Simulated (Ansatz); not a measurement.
In doubt: masses and optical values from hybrid runs of this build are listed as unsure (in some of the runs), which bears on the screening that GW takes from such a start.

System: BaTiO3 (Pm-3m).

Symmetry: Pm-3m, No. 221, cubic system. The conventional cell has a = 4.006 Å, b = 4.006 Å, c = 4.006 Å, α = 90.00°, β = 90.00°, γ = 90.00°. Nearest to Ba lie 12 O at 2.83 Å. Nearest to Ti lie 6 O at 2.00 Å. O has 2 Ti at 2.00 Å and 4 Ba at 2.83 Å nearest. Farther neighbours and most contacts between anions are not listed.

```cif
data_structure
_symmetry_space_group_name_H-M 'P 1'
_symmetry_Int_Tables_number 1
_cell_length_a 4.0060
_cell_length_b 4.0060
_cell_length_c 4.0060
_cell_angle_alpha 90.000
_cell_angle_beta 90.000
_cell_angle_gamma 90.000
_cell_volume 64.29
loop_
_atom_site_label
_atom_site_type_symbol
_atom_site_fract_x
_atom_site_fract_y
_atom_site_fract_z
_atom_site_occupancy
Ba1 Ba 0.50000 0.50000 0.50000 1
Ti2 Ti 0.00000 0.00000 0.00000 1
O3 O 0.50000 0.00000 0.00000 1
O4 O 0.00000 0.50000 0.00000 1
O5 O 0.00000 0.00000 0.50000 1
```

The cell and positions come from the Crystallography Open Database and are kept as given unless a step says otherwise. Spin-orbit coupling is left out unless a run names it.

Gaps computed with Ansatz 0.2.0 without a self-energy: HSE06 3.19 eV.

Question: What gap should G0W0 on HSE06 give (6×6×6 mesh, 382 empty bands, screening to 190 eV, hard PAW files)?

About 3.47 eV: on its mesh the run moves the gap from 3.19 eV by +0.27 eV. Bands and cutoff are finite, so the gap is not at the basis limit. The miss can reach some tenths of an eV and take either sign; the mesh is an error of its own. This is the ideal cubic cell; many perovskites, halides above all, are cubic only on average, and local tilts or off-centring can widen the gap. The many-body steps are scalar-relativistic: spin-orbit coupling is not in them.

[Paths, hosts, dates, memory and timing lines, banners, echoed tables and standing remarks are left out of the program output.]

[Logs are printed without paths, hosts, clocks, repeated set-up lines and the standing remarks that a program may print on its own settings, such as how far it seeks lower states.]

[Runs of the session that timed out or met a known fault of the program may be left out.]

[Cells called generated may have been cut or substituted from an entry of the Crystallography Open Database or the Materials Project.]

[Hosts, paths, dates, database ids (printed as entryN), source tags and the programs' standing remarks are cut or masked in the printed files.]
